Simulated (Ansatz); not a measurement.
# InPd (Pm-3m): the cell at rest

Aim: bring InPd (Pm-3m) to small forces and stress, as phonons need.

Calculated with Ansatz 0.2.0; DFT PBEsol, scalar-relativistic, plane waves, PAW; PAW set soft_1.

### Step 1. Set-up

Symmetry: Pm-3m, No. 221, cubic system. The conventional cell has a = 3.272 Å, b = 3.272 Å, c = 3.272 Å, α = 90.00°, β = 90.00°, γ = 90.00°. Nearest to In lie 8 Pd at 2.83 Å. Nearest to Pd lie 8 In at 2.83 Å. Farther neighbours are not listed.

### Step 2. Probe on a coarse mesh

First a cheap look: the gap decides the mesh and the occupations, the pressure tells how far the cell has to move.

Contents of input.yaml:

```yaml
crystal:
  lattice:
    - [3.27188478, 0.0, 0.0]
    - [0.0, 3.27188478, 0.0]
    - [0.0, 0.0, 3.27188478]
  atoms:
    - { symbol: In, position: [0.0, 0.0, 0.0] }
    - { symbol: Pd, position: [0.5, 0.5, 0.5] }
kpoints:
  mp_grid: { grid: [6, 6, 6] }
hamiltonian:
  xc: pbesol
  pseudopotentials: { kind: paw, azcp: { folder: soft_1 }, xc_functional: pbe }
scf:
  occupations: { method: gaussian, width: 0.1 }
output:
  forces: true
  stress: true
  eigenvalues: true
```

Started as:

```bash
$ ansatz run input.yaml --threads 4 --pin off --max-ram 10240MiB --backend cpu --events-out ev --progress --plain --runs-dir out
```

Numbers of over 12 decimals in the logs are rounded to 6 here.

Log:

```text
Engine: ansatz 0.2.0, aarch64-unknown-linux-gnu
Pseudopotentials: kind: paw
Pseudopotential: In, paw, valence charge 13, recommended cutoff 420 eV (normal), soft_1/In.paw.azcp
Pseudopotential: Pd, paw, valence charge 18, recommended cutoff 420 eV (normal), soft_1/Pd.paw.azcp
Functional definition: PBEsol
  exchange = pbesol_x
  correlation = pbesol_c
Crystal: 2 atoms, lattice volume = 35.026 Å³
[...]
--- Band table (eV; the first three rows and the last of 20) ---
  k-point 0: bands = [... 12 lower, 14.2488, 14.2488, 14.2488, 20.7276, 20.7276, 20.7276, 25.9262, 27.1295]
  k-point 1: bands = [... 12 lower, 13.9537, 13.9537, 14.2299, 18.4493, 21.5747, 21.5747, 26.4281, 26.9750]
  k-point 2: bands = [... 12 lower, 13.4679, 13.4679, 14.1922, 15.9642, 23.6957, 23.6957, 26.6283, 26.6930]
  k-point 19: bands = [... 12 lower, 14.8671, 14.8671, 16.4443, 20.3038, 20.3038, 20.3038, 20.9309, 20.9309]
[key lines of the parts left out:]
SCF converged after 8 iterations
Free energy (F): -12433.203044 eV
Fermi energy:    16.561702 eV
P = ⅓ Tr σ = -2.6998 GPa (-26.998 kbar)
```

Wall time 0.5 s (4 threads of Arm Neoverse V1, shared host); peak memory 0.29 GiB; 1.4 s of CPU time.

Numbers from this step:

```yaml
pressure: -2.700 GPa
volume_per_atom: 17.51 Å³
gap_on_the_k_mesh: 0 eV
```

The coarse mesh shows no gap and a pressure of -2.7 GPa.

### Step 3. Bringing the structure to rest

The cell and atoms are relaxed, since residual forces and stress would shift the frequencies.

input.yaml, as its differences from that of step 2:

```diff
@@ -9,3 +9,3 @@
 kpoints:
-  mp_grid: { grid: [6, 6, 6] }
+  mp_grid: { grid: [14, 14, 14] }
 hamiltonian:
@@ -19 +19,6 @@
   eigenvalues: true
+relax:
+  adjacent_minimum: "off"
+  f_tol: 0.005
+  max_steps: 80
+  cell: { stress_tol: 0.05 }
```

Log:

```text
[...]
Crystal: 2 atoms, lattice volume = 35.026 Å³
Basis set: ecut = 420 eV, 691 PW (Γ), exchange–correlation on 48×48×48 points (8 copies of the dense FFT grid, shifted against one another)
Bands: 20, of which v1, the nominal top of the filled ones, is band 16 counted from 1 (15 counted from 0)
Symmetry: 48 space group operations
[...]
k-points: 120 of 2744
[...]
SCF iter   1: F=—  HF=-12436.957255 eV  |F-HF|=—  |Δ(HF+E_count)|=         —  Δρ=2.07e-1  dr2=2.11e1  ethr=3.10e-3  ⟨swp⟩=5.6  Hψ=11078  notcnv=0
[...]
SCF iter   9: F=-12433.231290 eV  HF=-12433.231290 eV  |F-HF|=4.78e-10  |Δ(HF+E_count)|=   3.41e-8  Δρ=9.89e-7  dr2=5.96e-10  ethr=3.23e-10  ⟨swp⟩=5.9  Hψ=8253  notcnv=0
SCF 1 converged in 9 iterations: F = -12433.231290 eV  dr2 = 5.96e-10
[...]
relax step   1: F+E_penalty+E_count = -12433.23129039 eV  Δ(F+E_penalty+E_count) = +0.000e0 eV  max|allowed force component| = 8.415e-30 eV/Å  Δτ_max = 0.0000 Å  P = -2.974 GPa  Ω = 35.026 Å³  (9 SCF iters, dr2 threshold 1.00e-7 eV, accepted)
Crystal: 2 atoms, lattice volume = 33.066 Å³
Basis set: ecut = 420 eV, 619 PW (Γ), exchange–correlation on 48×48×48 points (8 copies of the dense FFT grid, shifted against one another)
[...]
iter 1 solved again at ethr=1.01e-4 eV; its pass at ethr=3.10e-3 eV (dr2=3.13e-2 eV) is discarded
[...]
SCF iter   6: F=-12433.221468 eV  HF=-12433.221468 eV  |F-HF|=8.80e-10  |Δ(HF+E_count)|=   2.72e-8  Δρ=2.33e-6  dr2=1.10e-9  ethr=2.09e-10  ⟨swp⟩=2.5  Hψ=8242  notcnv=0
SCF 2 converged in 6 iterations: F = -12433.221468 eV  dr2 = 1.10e-9
relax step   2: F+E_penalty+E_count = -12433.22146848 eV  Δ(F+E_penalty+E_count) = +9.822e-3 eV  max|allowed force component| = 6.705e-30 eV/Å  Δτ_max = 0.0000 Å  P = +5.185 GPa  Ω = 33.066 Å³  energy of the carried Pulay correction = +4.330e-4 eV  (6 SCF iters, dr2 threshold 2.00e-7 eV, rejected (line search))
Crystal: 2 atoms, lattice volume = 34.285 Å³
[...]
SCF iter   7: F=-12433.239098 eV  HF=-12433.239098 eV  |F-HF|=0.00e0  |Δ(HF+E_count)|=  3.46e-11  Δρ=1.37e-7  dr2=1.48e-12  ethr=1.00e-12  ⟨swp⟩=5.3  Hψ=9289  notcnv=0
SCF 3 converged in 7 iterations: F = -12433.239098 eV  dr2 = 1.48e-12
relax step   3: F+E_penalty+E_count = -12433.23909821 eV  Δ(F+E_penalty+E_count) = -7.808e-3 eV  max|allowed force component| = 2.077e-29 eV/Å  Δτ_max = 0.0000 Å  P = -0.263 GPa  Ω = 34.285 Å³  energy of the carried Pulay correction = +1.608e-4 eV  (7 SCF iters, accepted)
[...]
relax step   4: F+E_penalty+E_count = -12433.23916797 eV  Δ(F+E_penalty+E_count) = -6.976e-5 eV  max|allowed force component| = 2.958e-30 eV/Å  Δτ_max = 0.0000 Å  P = +0.016 GPa  Ω = 34.215 Å³  energy of the carried Pulay correction = +1.762e-4 eV  (6 SCF iters, dr2 threshold 1.73e-7 eV, accepted)
[...]
SCF iter   6: F=-12433.238972 eV  HF=-12433.238972 eV  |F-HF|=3.64e-12  |Δ(HF+E_count)|=    0.00e0  Δρ=8.31e-9  dr2=8.50e-15  ethr=1.00e-12  ⟨swp⟩=4.0  Hψ=9141  notcnv=0
SCF 5 converged in 6 iterations: F = -12433.238972 eV  dr2 = 8.50e-15
relax step   5: F+E_penalty+E_count = -12433.23897158 eV  Δ(F+E_penalty+E_count) = +1.964e-4 eV  max|allowed force component| = 6.147e-30 eV/Å  Δτ_max = 0.0000 Å  P = +0.022 GPa  Ω = 34.215 Å³  stress off target by 2.19e-2 GPa  SCF on the basis re-selected at this cell (its energy is not comparable with the rows above)  (6 SCF iters)
basis re-selected at this cell: Δ(F+E_penalty+E_count) = +1.964e-4 eV, ΔP = +0.006 GPa vs the last step (what re-selecting the basis moved, of the pressure what is left beyond the Pulay correction that the steps carried, after the strain that the cell walked since its last selection, with what the two solves' SCF thresholds leave and, on support functions, any second-order correction that the steps lacked; it is no m [...]
SCF converged after 6 iterations
Free energy (F): -12433.238972 eV
[...]
Internal energy: -12433.235724 eV  (E = F + TS)
E sigma→0 (E₀):  -12433.237348 eV
Entropy (-TS):   -0.003248 eV (-1.624 meV/atom)
Fermi energy:    17.124591 eV
[...]
--- Stress (GPa, compression-positive) ---
        0.021876       0.000000       0.000000
        0.000000       0.021876      -0.000000
        0.000000      -0.000000       0.021876
  P = ⅓ Tr σ = 0.0219 GPa (0.219 kbar)
--- Band table (eV; the first three rows and the last of 120) ---
  k-point 0: bands = [... 12 lower, 14.7395, 14.7395, 14.7395, 21.2739, 21.2739, 21.2739, 26.7488, 27.8046]
  k-point 1: bands = [... 12 lower, 14.6738, 14.6738, 14.7353, 20.6893, 21.4434, 21.4434, 27.0099, 27.7705]
  k-point 2: bands = [... 12 lower, 14.5010, 14.5010, 14.7237, 19.4435, 21.9271, 21.9271, 27.1686, 27.6718]
  k-point 119: bands = [... 12 lower, 15.3832, 15.3832, 17.0359, 20.8539, 20.8539, 20.8539, 21.5442, 21.5442]
--- Relaxed structure (4 steps of the walk, 3 accepted, 1 SCFs on fresh bases) ---
  F+E_penalty+E_count = -12433.23897158 eV   max|allowed force component| = 6.147e-30 eV/Å   (the final SCF, on the basis selected at the relaxed cell)
  cell:  # Å, volume = 34.2150 Å³
    - [3.246427, 0, 0]
    - [0, 3.246427, 0.0]
    - [0, 0.0, 3.246427]
  atoms:
    - { symbol: In, position: [0, 0, 0] }
    - { symbol: Pd, position: [0.5, 0.5, 0.5] }
```

Run time: 6.6 s. Hardware: 4 threads; peak memory 0.39 GiB.

Step by step:

```
step  energy less that of the first step (eV)  largest force component (eV/Å)  pressure (GPa)  volume (Å³)
   1                                   0.0000                          0.0000           -2.97        35.03
   2                                   0.0098                          0.0000            5.19        33.07
   3                                  -0.0078                          0.0000           -0.26        34.29
   4                                  -0.0079                          0.0000            0.02        34.22
  5*                                  -0.0077                          0.0000            0.02        34.22
```

Relaxation steps marked * repeat the geometry before them on a plane-wave basis chosen anew for their cell, so energy and pressure can jump there. Relaxation step 2 was tried and not accepted.

The run keeps the 48 symmetry operations that it works with, so distortions that break them were not tested.

```csv
"conventional cell, symmetrised",before,after,change
a (Å),3.272,3.246,-0.8 %
b (Å),3.272,3.246,-0.8 %
c (Å),3.272,3.246,-0.8 %
volume (Å³/atom),17.51,17.11,-2.3 %
```

The relaxed structure:

```xyz
2
Lattice="3.2464 0.0000 0.0000 0.0000 3.2464 0.0000 0.0000 0.0000 3.2464" Properties=species:S:1:pos:R:3 pbc="T T T"
In    0.0000    0.0000    0.0000
Pd    1.6232    1.6232    1.6232
```

This step gave:

| Property | Result |
| --- | --- |
| pressure | 0.02188 GPa |
| volume per atom | 17.11 Å³ |

In this step the volume went from 17.51 to 17.11 Å³/atom.

### Step 4. Relaxing to small forces for the phonons

Phonons need a cell at rest on their own settings, so the relaxation is repeated with tight tolerances on forces and stress on the k mesh and occupations of the first response run.

input.yaml, the sections that differ from step 3:

```yaml
crystal:
  lattice:
    - [3.2464272177, 0.0, 0.0]
    - [0.0, 3.2464272177, 0.0]
    - [0.0, 0.0, 3.2464272177]
  atoms:
    - { symbol: In, position: [0.0, 0.0, 0.0] }
    - { symbol: Pd, position: [0.5, 0.5, 0.5] }
kpoints:
  mp_grid: { grid: [16, 16, 16] }
scf:
  occupations: { method: methfessel_paxton, width: 0.2 }
relax:
  adjacent_minimum: "off"
  f_tol: 0.001
  max_steps: 60
  cell: { stress_tol: 0.01 }
# hamiltonian, output: as in step 3
```

Log:

```text
[...]
Crystal: 2 atoms, lattice volume = 34.215 Å³
Basis set: ecut = 420 eV, 691 PW (Γ), exchange–correlation on 48×48×48 points (8 copies of the dense FFT grid, shifted against one another)
Bands: 20, of which v1, the nominal top of the filled ones, is band 16 counted from 1 (15 counted from 0)
[... 1 set-up line as in the run before ...]
[...]
k-points: 165 of 4096
[...]
k-point 164: bands = [... 12 lower, 15.3757, 15.3757, 17.0271, 20.8456, 20.8456, 20.8456, 21.5355, 21.5355]
--- Relaxed structure (3 steps of the walk, 2 accepted, 1 SCFs on fresh bases) ---
[...]
cell:  # Å, volume = 34.2272 Å³
    - [3.246811, 0, 0.0]
    - [0, 3.246811, 0.0]
    - [0.0, 0.0, 3.246811]
  atoms:
    - { symbol: In, position: [0, 0, 0] }
    - { symbol: Pd, position: [0.5, 0.5, 0.5] }
[key lines of the parts left out:]
SCF converged after 4 iterations
Free energy (F): -12433.237838 eV
Fermi energy:    17.094558 eV
P = ⅓ Tr σ = -0.0001 GPa (-0.001 kbar)
```

The job ended after 6.4 s (4 threads; peak memory 0.41 GiB; 24 s of CPU time).

Little changed from the start: no atom moved by 0.005 Å and no cell edge by 0.1 %.

This step gave:

- pressure: -9.11e-5 GPa

The forces vanish by symmetry and the pressure is 0.000 GPa, within the tolerances set. The cell now holds 17.11 Å³/atom.

### Step 5. Results

| Item | Value |
| --- | --- |
| space group after relaxation (within 0.01 Å) | Pm-3m |
| lattice constant a | 3.247 Å |
| lattice constant b | 3.247 Å |
| lattice constant c | 3.247 Å |
| volume per atom | 17.1 Å³ |

In words: The forces vanish by symmetry and the pressure is 0.000 GPa, within the tolerances set. The cell now holds 17.11 Å³/atom. The relaxation keeps the symmetry of its start, so it says nothing on stability against lower symmetry. The runs are without spin polarisation, although the cell has an odd electron count. The PAW files were made for PBE and serve the other functionals too.

[Logs are printed without paths, hosts, clocks, repeated set-up lines and the standing remarks that a program may print on its own settings, such as how far it seeks lower states.]

[Hosts, paths, dates, database ids (printed as entryN), source tags and the programs' standing remarks are cut or masked in the printed files.]
